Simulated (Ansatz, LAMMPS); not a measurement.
# Electronic structure of K+ triflate in vinylene carbonate and dimethyl carbonate and a fluorinated ether (TTE) at 300 K (149 atoms)

What does DFT give for K+ triflate in vinylene carbonate and dimethyl carbonate and a fluorinated ether (TTE) at 300 K (149 atoms) as built?

Program: Ansatz 0.2.0. Level of theory: Kohn-Sham DFT, r2SCAN+D4, PAW (set soft_2), plane waves. Results are calculated unless marked as measured.

## Step 1: Set-up

The cell holds 149 atoms: 35 F, 42 C, 28 O, 42 H, 1 S and 1 K. Its edges and angles: a = 12.605 Å, b = 12.605 Å, c = 12.605 Å, α = 90.0°, β = 90.0°, γ = 90.0°. 4 vinylene carbonate, 3 dimethyl carbonate, 4 a fluorinated ether (TTE), 1 K+, 1 triflate placed at random, at 1.44 g/cm³; overlaps pushed apart, then 10 ps at 550 K with Joung-Cheatham ions (J. Phys. Chem. B 112, 9020 (2008)); MMFF94 bonds, angles, torsions, charges and radii (Halgren, J. Comput. Chem. 17, 490 (1996)) in harmonic and 12-6 forms; charges of ions scaled by 0.8. Snapshot after 30 ps at 300 K and fixed volume.

Before any run, some limits are plain. The network of contacts between molecules at the start is that of the classical potential that made the cell, and needn't be the one that DFT or experiment would give. The density was typed from a rule of thumb and may lie off the real one at this temperature. Sampling is at Γ alone, for a cell whose shortest periodic width is 13 Å.

## Step 2: How the cell was made

A classical potential makes the cell, at a small fraction of what the same run would cost in DFT.

This step: classical MD, Joung-Cheatham ions (J. Phys. Chem. B 112, 9020 (2008)); MMFF94 bonds, angles, torsions, charges and radii (Halgren, J. Comput. Chem. 17, 490 (1996)) in harmonic and 12-6 forms; charges of ions scaled by 0.8 (LAMMPS 22 Jul 2025 - Update 4).

in.lmp

```
# K+ triflate in vinylene carbonate and dimethyl carbonate and a fluorinated ether (TTE)
units real
atom_style full
boundary p p p
bond_style harmonic
angle_style harmonic
dihedral_style opls
improper_style harmonic
special_bonds lj 0 0 0.5 coul 0 0 0.75
read_data data.lmp
neigh_modify delay 0 every 1 check yes one 4000
comm_modify cutoff 12.0
timestep 0.5
thermo_style custom step time temp pe press density
thermo_modify norm yes
# push overlapping molecules apart
pair_style soft 2.6
pair_coeff * * 0.0
variable a equal ramp(1,60)
fix ad all adapt 1 pair soft a * * v_a
velocity all create 550 50659 mom yes dist gaussian
fix lim all nve/limit 0.03
fix lan all langevin 550 550 50 50660 zero yes
thermo 1000
run 3000 post no
unfix ad
pair_style lj/cut/coul/long 9.0
pair_modify mix arithmetic tail yes
pair_coeff 1 1 0.0801 2.5590   # F
pair_coeff 2 2 0.0678 3.3680   # C
pair_coeff 3 3 0.0763 3.0430   # O
pair_coeff 4 4 0.0216 2.5400   # H
pair_coeff 5 5 0.0678 3.4070   # C
pair_coeff 6 6 0.0763 2.9870   # O
# [... 22 lines left out ...]
compute msd all msd com yes
thermo 7500
fix md all nvt temp 300 300 100
run 30000 post no
print "== T300: mean square displacement over the hold $(c_msd[4]:%.2f) A^2"
unfix md
uncompute msd
write_dump all custom T300.dump id type xs ys zs modify sort id
```

Started as:

```
$ lmp -in in.lmp -log none -nocite
```

What it wrote:

```text
LAMMPS (22 Jul 2025 - Update 4)
Reading data file ...
  orthogonal box = (0 0 0) to (12.60533 12.60533 12.60533)
  149 atoms
  orthogonal box = (0 0 0) to (12.60533 12.60533 12.60533)
  140 bonds
  231 angles
  219 dihedrals
  15 impropers
   Step          Time           Temp          PotEng         Press         Density
         0   0              550            0.52958386    -1629.4327      1.4349984
      1000   500            490.28001      1.7312551      10291.092      1.4349984
      2000   1000           499.69045      1.827858       12009.344      1.4349984
      3000   1500           519.55558      1.6929865      9002.1606      1.4349984
Loop time of 0.25977 s on 1 MPI rank(s) for 3000 steps with 149 atoms
PPPM initialization ...
WARNING: System is not charge neutral, net charge = -8e-05
  G vector (1/distance) = 0.30241521
  grid = 8 8 8
  estimated relative force accuracy = 2.9724594e-05
   Step          Time           Temp          PotEng         Press         Density
      3000   1500           519.55558      3.9616745      6688.1019      1.4349984
      3100   1550           519.55558      2.1122298      2865.2335      1.4349984
      3200   1600           519.55558      2.0376718      2617.7247      1.4349984
      3300   1650           519.55558      2.0134869      3183.9317      1.4349984
[... 3 lines left out ...]
  Energy initial, next-to-last, final =
      3.96167454952297   2.01365619698085   2.01348686171227
  Force two-norm initial, final = 567.35637 9.5579151
  Iterations, force evaluations = 300 594
   Step          Time           Temp          PotEng         Press         Density
         0   0              550            2.0134869      3490.4624      1.4349984
      1000   500            489.89783      3.3712526      4620.0038      1.4349984
      2000   1000           556.51294      3.4032167      11584.106      1.4349984
Loop time of 0.833931 s on 1 MPI rank(s) for 2000 steps with 149 atoms
   Step          Time           Temp          PotEng         Press         Density
      2000   1000           556.51294      3.4032167      11584.106      1.4349984
[... 5 lines left out ...]
Loop time of 4.36868 s on 1 MPI rank(s) for 10000 steps with 149 atoms
   Step          Time           Temp          PotEng         Press         Density
[... 4 lines left out ...]
Loop time of 2.16257 s on 1 MPI rank(s) for 5000 steps with 149 atoms
   Step          Time           Temp          PotEng         Press         Density
[... 2 lines left out ...]
     30000   29000          286.71135      2.8135791     -4524.0857      1.4349984
     37500   36500          333.41974      2.6755319      5416.5179      1.4349984
     45000   44000          296.21997      2.6810785      5786.0119      1.4349984
     47000   46000          282.28902      2.675237      -1785.8223      1.4349984
Loop time of 12.6886 s on 1 MPI rank(s) for 30000 steps with 149 atoms
== T300: mean square displacement over the hold 19.62 A^2
```

Run time: 21 s. Hardware: 1 thread of Arm Neoverse V2, shared host; peak memory 0.13 GiB.

The input also reads data.lmp (atoms, bonds and types; not printed here).

## Step 3: Plane-wave single point

One self-consistent run at the given positions yields energy and forces.

input.yaml

```yaml
crystal:
  lattice:
    - [12.60533, 0.0, 0.0]
    - [0.0, 12.60533, 0.0]
    - [0.0, 0.0, 12.60533]
  atoms:
    - { symbol: F, position: [0.03659, 0.59322, 0.73367] }
    - { symbol: C, position: [0.03641, 0.51773, 0.65434] }
    - { symbol: F, position: [0.97898, 0.56433, 0.57307] }
    - { symbol: C, position: [0.98604, 0.40977, 0.68478] }
    - { symbol: F, position: [0.87352, 0.42854, 0.70145] }
    - { symbol: F, position: [0.03639, 0.36341, 0.77188] }
    - { symbol: O, position: [0.99179, 0.33066, 0.59942] }
    - { symbol: C, position: [0.91014, 0.25256, 0.61601] }
    - { symbol: C, position: [0.91911, 0.18938, 0.71966] }
    - { symbol: F, position: [0.91357, 0.24832, 0.8085] }
    - { symbol: F, position: [0.01962, 0.15042, 0.71428] }
    - { symbol: C, position: [0.83677, 0.09504, 0.72972] }
    - { symbol: F, position: [0.73098, 0.12433, 0.7352] }
    - { symbol: F, position: [0.84955, 0.03342, 0.8171] }
    - { symbol: H, position: [0.11303, 0.51174, 0.61874] }
    - { symbol: H, position: [0.83356, 0.29483, 0.61259] }
    - { symbol: H, position: [0.91543, 0.19877, 0.54544] }
    - { symbol: H, position: [0.84281, 0.04747, 0.65718] }
    - { symbol: F, position: [0.00221, 0.8581, 0.05985] }
    - { symbol: C, position: [0.05063, 0.91584, 0.98506] }
    - { symbol: F, position: [0.1575, 0.89297, 0.99539] }
    - { symbol: C, position: [0.03199, 0.03398, 0.002] }
    - { symbol: F, position: [0.04081, 0.05666, 0.109] }
    - { symbol: F, position: [0.93058, 0.06062, 0.98304] }
    - { symbol: O, position: [0.09137, 0.10294, 0.93904] }
    - { symbol: C, position: [0.08526, 0.21051, 0.97598] }
    - { symbol: C, position: [0.17225, 0.2264, 0.05462] }
    - { symbol: F, position: [0.25176, 0.14872, 0.03617] }
    - { symbol: F, position: [0.13988, 0.21209, 0.15453] }
    - { symbol: C, position: [0.21761, 0.33756, 0.03673] }
    - { symbol: F, position: [0.24553, 0.34313, 0.93044] }
    - { symbol: F, position: [0.30704, 0.35071, 0.09486] }
    [... 111 atom lines left out ...]
    - { symbol: O, position: [0.03656, 0.42173, 0.35854] }
    - { symbol: C, position: [0.92535, 0.25365, 0.29774] }
    - { symbol: F, position: [0.86761, 0.21101, 0.21751] }
    - { symbol: F, position: [0.00595, 0.18512, 0.32035] }
    - { symbol: F, position: [0.86128, 0.24838, 0.38194] }
    - { symbol: K, position: [0.94435, 0.63193, 0.37478] }
kpoints:
  mp_grid: { grid: [1, 1, 1] }
hamiltonian:
  xc: r2scan
  dispersion: d4
scf:
  occupations: { method: fixed }
output:
  forces: true
  stress: true
  populations: true
  dos:
    method: { smearing: { sigma: 0.1 } }
    de: 0.1
    projected: { site_lists: { C: [C], F: [F], H: [H], K: [K], O: [O] } }
  eigenvalues: true
  write_density: true
  write_potential: true
  volumetric_format: npy
```

Started as:

```
$ ansatz run input.yaml --threads 8 --pin off --max-ram 15872MiB --backend cpu --events-out ev --progress --plain --runs-dir out
```

What it wrote:

```text
Engine: ansatz 0.2.0, aarch64-unknown-linux-gnu
Pseudopotentials: kind: paw
Pseudopotential: F, paw, valence charge 7, recommended cutoff 500 eV (meta_gga), F.paw.azcp
Pseudopotential: C, paw, valence charge 4, recommended cutoff 500 eV (meta_gga), C.paw.azcp
Pseudopotential: O, paw, valence charge 6, recommended cutoff 500 eV (meta_gga), O.paw.azcp
Pseudopotential: H, paw, valence charge 1, recommended cutoff 500 eV (meta_gga), H.paw.azcp
Pseudopotential: S, paw, valence charge 6, recommended cutoff 500 eV (meta_gga), S.paw.azcp
Pseudopotential: K, paw, valence charge 9, recommended cutoff 500 eV (meta_gga), K.paw.azcp
[... 6 lines on functional and potentials left out ...]
Crystal: 149 atoms, lattice volume = 2002.916 Å³
Basis set: ecut = 500 eV, 50733 PW (Γ), exchange–correlation on 384×384×384 points (64 copies of the dense FFT grid, shifted against one another)
Bands: 468, of which v1, the nominal top of the filled ones, is band 319 counted from 1 (318 counted from 0)
Symmetry: 1 space group operations
Space group: P1 (ITA 1), of the structure as read, at distance tolerance 1.3e-4 Å
k-points: 1
[... 18 lines on functional and potentials left out ...]
Initial density: superposition of atomic densities (neutral atoms: chi_scale 0, normalization atom), corrected by the library's trained network
Initial wavefunctions: pseudopotential atomic-orbital guess
Functional: x = r2scan, c = r2scan; τ floored in thin density (d = 2e-4 eV/Å³)
SCF iter   1: F=—  HF=-57908.282091 eV  |F-HF|=—  |Δ(HF+E_count)|=         —  Δρ=1.04e-2  dr2=2.02e0  dr2_τ=1.29e1  ethr=1.77e-3  ⟨swp⟩=4.0  Hψ=1696  notcnv=0  defer=145
preconditioner: auto → Resta (q_TF=auto, 2.255 Å⁻¹)  ε∞=2.4  [insulator: Δε(μ)=4.929 eV  Ē_g=16.549 eV  n_scr=388 (ndim 8)  ℏωp=19.6 eV  f_vac=0.352  ε∞_Penn≈2.4]
SCF iter   2: F=—  HF=-57908.295267 eV  |F-HF|=—  |Δ(HF+E_count)|=   1.32e-2  Δρ=4.96e-3  dr2=2.78e-1  dr2_τ=6.22e-2  ethr=3.17e-4  ⟨swp⟩=2.0  Hψ=848  notcnv=0  defer=143
SCF iter   3: F=—  HF=-57908.290569 eV  |F-HF|=—  |Δ(HF+E_count)|=   4.70e-3  Δρ=2.15e-3  dr2=8.52e-2  dr2_τ=6.12e-3  ethr=4.35e-5  ⟨swp⟩=2.0  Hψ=596  notcnv=0  defer=147
SCF iter   4: F=—  HF=-57908.300731 eV  |F-HF|=—  |Δ(HF+E_count)|=   1.02e-2  Δρ=9.71e-4  dr2=2.00e-2  dr2_τ=2.50e-3  ethr=1.34e-5  ⟨swp⟩=3.0  Hψ=598  notcnv=0  defer=147
SCF iter   5: F=—  HF=-57908.302673 eV  |F-HF|=—  |Δ(HF+E_count)|=   1.94e-3  Δρ=3.29e-4  dr2=2.82e-3  dr2_τ=2.02e-4  ethr=3.13e-6  ⟨swp⟩=2.0  Hψ=827  notcnv=0  defer=144
SCF iter   6: F=—  HF=-57908.305291 eV  |F-HF|=—  |Δ(HF+E_count)|=   2.62e-3  Δρ=1.26e-4  dr2=4.22e-4  dr2_τ=3.24e-5  ethr=4.42e-7  ⟨swp⟩=2.0  Hψ=610  notcnv=0  defer=147
SCF iter   7: F=—  HF=-57908.306184 eV  |F-HF|=—  |Δ(HF+E_count)|=   8.93e-4  Δρ=8.68e-5  dr2=1.34e-4  dr2_τ=1.61e-5  ethr=6.62e-8  ⟨swp⟩=3.0  Hψ=627  notcnv=0  defer=147
SCF iter   8: F=—  HF=-57908.306234 eV  |F-HF|=—  |Δ(HF+E_count)|=   4.99e-5  Δρ=2.12e-5  dr2=1.05e-5  dr2_τ=9.67e-7  ethr=2.10e-8  ⟨swp⟩=3.0  Hψ=612  notcnv=0  defer=144
SCF iter   9: F=—  HF=-57908.306805 eV  |F-HF|=—  |Δ(HF+E_count)|=   5.71e-4  Δρ=1.29e-5  dr2=3.18e-6  dr2_τ=3.60e-7  ethr=1.64e-9  ⟨swp⟩=3.0  Hψ=752  notcnv=0  defer=143
SCF iter  10: F=—  HF=-57908.306813 eV  |F-HF|=—  |Δ(HF+E_count)|=   8.60e-6  Δρ=3.74e-6  dr2=3.53e-7  dr2_τ=3.49e-8  ethr=4.98e-10  ⟨swp⟩=2.0  Hψ=630  notcnv=0  defer=143
SCF iter  11: F=-57908.306816 eV  HF=-57908.306816 eV  |F-HF|=4.50e-7  |Δ(HF+E_count)|=   2.32e-6  Δρ=1.58e-6  dr2=6.29e-8  dr2_τ=5.22e-9  ethr=1.57e-11  ⟨swp⟩=25.0  Hψ=4516  notcnv=0
SCF 1 converged in 11 iterations: F = -57908.306816 eV  dr2 = 6.29e-8
  greatest PAW one-centre occupation: 0.989 electrons in one spin orbital (limit 2), on the K atom at site 148 (counted from 0), in its partial waves of l = 0
WARN: The output density's exchange-correlation potential varies sharply where the density is thin. Do not read a vacuum level from v_tot or v_xc, or from such a field of the output density. On a cell that repeats whose density bears no net charge and no dipole along the vacuum's axis use v_es (v_loc + v_h of the components); [...]
SCF converged after 11 iterations
Free energy (F): -57908.306816 eV
Harris-Foulkes:  -57908.306816 eV  (|F-HF|=4.50e-7)
Internal energy: -57908.306816 eV  (E = F + TS)
E sigma→0 (E₀):  -57908.306816 eV
Fermi energy:    -0.483196 eV
--- Per-component energies (eV) ---
  E_band       = -6917.476964
  E_kinetic    = 16896.867943
  E_local      = -76636.291172  (includes V_loc(G=0)·N_el)
  E_nonlocal   = 5096.554410
  E_hartree    = 30665.922266
  E_xc         = -7342.452407
  E_vxc        = -10522.573392  (∫ρ·V_xc dr)
  E_paw        = -17234.039431  (= ΣΔE_a)
  E_vpaw       = -3796.831815  (= ΣTr[D̂ρ^β])
  E_aug_tail   = 0.044912  (compensation charges beyond the density's cutoff)
  E_vtau       = 712.913992  (kinetic-family band-sum trace: ∫τ·v_τ [+ j·A + Jᵃ·Aᵃ] dr)
  E_ewald      = -9348.279334
  E_disp       = -3.294506  (pairwise vdW)
  E_core_change = -3.339498  (= ΣΔE_core)
  E_smearing   = -0.000000  (= −TS)
  E_closure    = 0.000000  (closes the sum)
  Σ components = -57908.306816   (vs F -57908.306816, Δ=0.00e0)
--- Forces (eV/Å), atoms counted from 1 ---
  atom   1  F     -0.09693893    -1.58286885    -0.36909874
  atom   2  C     -0.38185285     1.42591820    -0.73999693
  atom   3  F     -0.36392527    -0.70407306     0.58164098
  atom   4  C     -1.04851249    -2.11293860    -0.90805692
  atom   5  F      2.73012085     0.05633310     0.64891665
  atom   6  F     -0.77542814     2.68257443    -1.56635981
  atom   7  O     -0.21990481     1.89157408     2.47655364
  atom   8  C     -1.29862073     0.23944203    -1.07005799
  atom   9  C      0.16384614    -0.46421004    -0.51914476
  atom  10  F     -1.20921537    -0.57515052     0.58450403
  atom  11  F     -0.09776137    -0.59833700     0.84480216
  atom  12  C     -0.67386119    -0.61489495    -1.08768744
  atom  13  F      0.79817271     0.91164938    -0.10405037
  atom  14  F      0.60263076     0.37854878    -0.62976173
[...]
atom 148  F      0.22514824     0.52374438     0.27046170
  atom 149  K      0.15606760    -0.17112763    -0.12745461
  max |Σ_I F_I| component: 1.16e-4 eV/Å
--- Stress (GPa, compression-positive) ---
       -0.603053      -0.468018       0.025248
       -0.468017      -1.507036       0.044974
        0.025248       0.044974      -1.393159
  P = ⅓ Tr σ = -1.1677 GPa (-11.677 kbar)
--- Band table (eV) ---
  k-point 0: bands = ["-29.7515", "-29.1814", "-29.0450", "-28.9658", [... 452 levels ...], "10.6090", "10.6335", "10.6486", "10.7304", "10.7363", "10.7639", "10.7991", "10.8265", "10.8700", "10.9136", "10.9331", "10.9904"]
--- Löwdin populations: 149 sites ---
  site symbol       q [e]
     0      F      7.2515
     1      C      3.4966
     2      F      7.2713
[...]
148      K      8.1617
  spilling = 0.011674 (of n_electrons = 638.000000)
```

Wall time 52 s (8 threads of Arm Neoverse V2, shared host); peak memory 5.9 GiB; 6.7 min of CPU time.

Reading the cycles: dr2 is the Hartree energy of the density residual (eV), the measure of convergence; HF is the Harris–Foulkes estimate of the energy, which meets the free energy F at convergence.

The program notes that the exchange-correlation potential is rough where the density is thin.

Numbers from this run:

* free energy: -57908.3068 eV
* free energy per atom: -388.6464 eV/atom
* SCF cycles: 11
* pressure: -1.168 GPa
* r.m.s. force component: 1.007 eV/Å
* longest force: 4.121 eV/Å
* Fermi energy: -0.4832 eV
* gap (highest filled to lowest empty level): 4.631 eV
* spilling of the projection: 0.01167

Neighbours are counted within 1.82 Å (C-C), 1.34 Å (C-H), 1.62 Å (C-F), 1.73 Å (C-O), 2.21 Å (C-S), 3.04 Å (F-K), 3.15 Å (O-K), 1.88 Å (O-S).

Length of the force by element and coordination:

```
element  coordination  atoms  mean length of the force (eV/Å)  spread  least   most
      C           all     42                             2.07   0.892  0.179   4.12
      C             3     15                             2.44    1.13  0.179   4.12
      C             4     27                             1.86   0.640  0.715   3.16
      F           all     35                             1.15   0.646  0.146   3.20
      F             1     33                             1.14   0.659  0.146   3.20
      F             2      2                             1.32   0.335  0.983   1.65
      H           all     42                            0.951   0.442  0.166   2.21
      K           all      1                            0.264       0  0.264  0.264
      O           all     28                             1.94   0.944  0.211   3.97
      O             1      6                             1.58    1.10  0.211   3.27
      O             2     21                             2.10   0.852  0.812   3.97
      O             3      1                            0.872       0  0.872  0.872
      S           all      1                             1.44       0   1.44   1.44
```

Löwdin charges by element and coordination (they lack the spilled electrons, 0.050 e an atom on average):

```
element  coordination  atoms  mean charge (e)  spread   least    most
      C           all     42            0.338   0.374  -0.234   0.793
      C             3     15            0.367   0.351  0.0161   0.752
      C             4     27            0.322   0.385  -0.234   0.793
      F           all     35           -0.255  0.0194  -0.290  -0.221
      F             1     33           -0.254  0.0196  -0.290  -0.221
      F             2      2           -0.269  0.0028  -0.271  -0.266
      H           all     42            0.220  0.0228   0.176   0.262
      K           all      1            0.838       0   0.838   0.838
      O           all     28           -0.369   0.177  -0.833  -0.201
      O             1      6           -0.502   0.140  -0.811  -0.413
      O             2     21           -0.336   0.172  -0.833  -0.201
      O             3      1            -0.26       0   -0.26   -0.26
      S           all      1             2.39       0    2.39    2.39
```

Density of states as counts of states in windows of 1 eV (from the Fermi level), total and the larger projections:

```
from (eV)  to (eV)  total   F p   O p   C p  H s
      -10       -9   38.2  17.7   2.8  11.9  1.7
       -9       -8   47.6  21.6   5.5  13.3  3.0
       -8       -7   32.3   8.3   9.8   9.7  1.6
       -7       -6   33.8  11.2   8.1   8.2  3.7
       -6       -5   73.7  37.9  17.5   9.9  3.7
       -5       -4   88.3  57.4  16.6   8.7  3.1
       -4       -3   42.0  12.9  11.9  10.8  4.7
       -3       -2   27.4   6.0  14.0   4.2  2.2
       -2       -1   28.8   1.5  22.8   2.2  1.5
       -1        0   10.7   0.0   6.5   4.0  0.0
        0        1    1.2   0.0   0.5   0.7  0.0
        1        4    0.0   0.0   0.0   0.0  0.0
        4        5    8.3   0.1   2.5   4.5  0.3
```

With fixed occupations the program's Fermi level is the highest filled level; weight inside the gap is the broadening of levels at its edges.

Between -26 and -10 eV lie 151 more states.

About 64 of the 638 electrons lie in deeper levels, below the stored range.

Not all projections were asked for or kept, so they needn't add up to the total.

The levels nearest the highest filled one (over half full), pooled over k-points and spins:

```
level less the highest filled one (eV)  occupation
                                -0.907           2
                                -0.490           2
                                -0.336           2
                                -0.266           2
                                -0.194           2
                                     0           2
                                  4.63           0
                                  4.82           0
                                  4.95           0
                                  4.95           0
                                  4.99           0
                                  5.03           0
```

[end of part 1 of 2]

[Logs are printed without paths, hosts, clocks, repeated set-up lines and the standing remarks that a program may print on its own settings, such as how far it seeks lower states.]

[Hosts, paths, dates, database ids (printed as entryN), source tags and the programs' standing remarks are cut or masked in the printed files.]

[The MMFF94 radii named for the starting cell were scaled by 0.96; in molecules described by MMFF94, hydrogen bound to N, O or S took a small fixed 12-6 site in their place.]
